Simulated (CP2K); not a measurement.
Consider methane at its PBE geometry (Å).

```xyz
5

C     0.0002    0.0001    0.0001
H    -0.7159   -0.2858   -0.7791
H     0.1165    1.0900    0.0069
H    -0.3698   -0.3343    0.9762
H     0.9691   -0.4699   -0.2042
```

Method: CP2K XAS_TDP, all-electron GAPW, PBEh(45%), aug-cc-pVTZ, TDA, GW2X-corrected core level, no relativity.

**Question.** Predict the bright core excitations at the C K edge.

Leading lines: C1 289.41 eV. The leading line of an atom is its first one with 35 % of the strongest within 2.5 eV of its lowest line over the strength cut. Core ionisation energies at this level: C1 290.52 eV.

The first six lines of each atom with a strength over 0.0015:

```csv
atom,energy (eV),states,"strength, one atom",above the computed threshold
C1 (bonded to 4 H),289.41,3,0.0562,
,290.69,3,0.0170,yes
,291.50,3,0.0474,yes
,295.32,3,0.0159,yes
,296.81,3,0.0433,yes
,297.87,3,0.0174,yes
```

Lines are vertical, at one geometry, with no vibrational structure. GW2X ionisation energies and lines can be off by 1 to 2 eV either way, and a good line position may hide errors that cancel. These values hold no scalar relativity, about 0.1 eV for C 1s. Rydberg lines, and the discretised continuum above threshold, depend on the basis and the box.

[Banner, clock and machine lines of the logs are left out without a mark of their own.]

[Logs are printed without paths, hosts, clocks, repeated set-up lines and the standing remarks that a program may print on its own settings, such as how far it seeks lower states.]

[Hosts, paths, dates, database ids (printed as entryN), source tags and the programs' standing remarks are cut or masked in the printed files.]
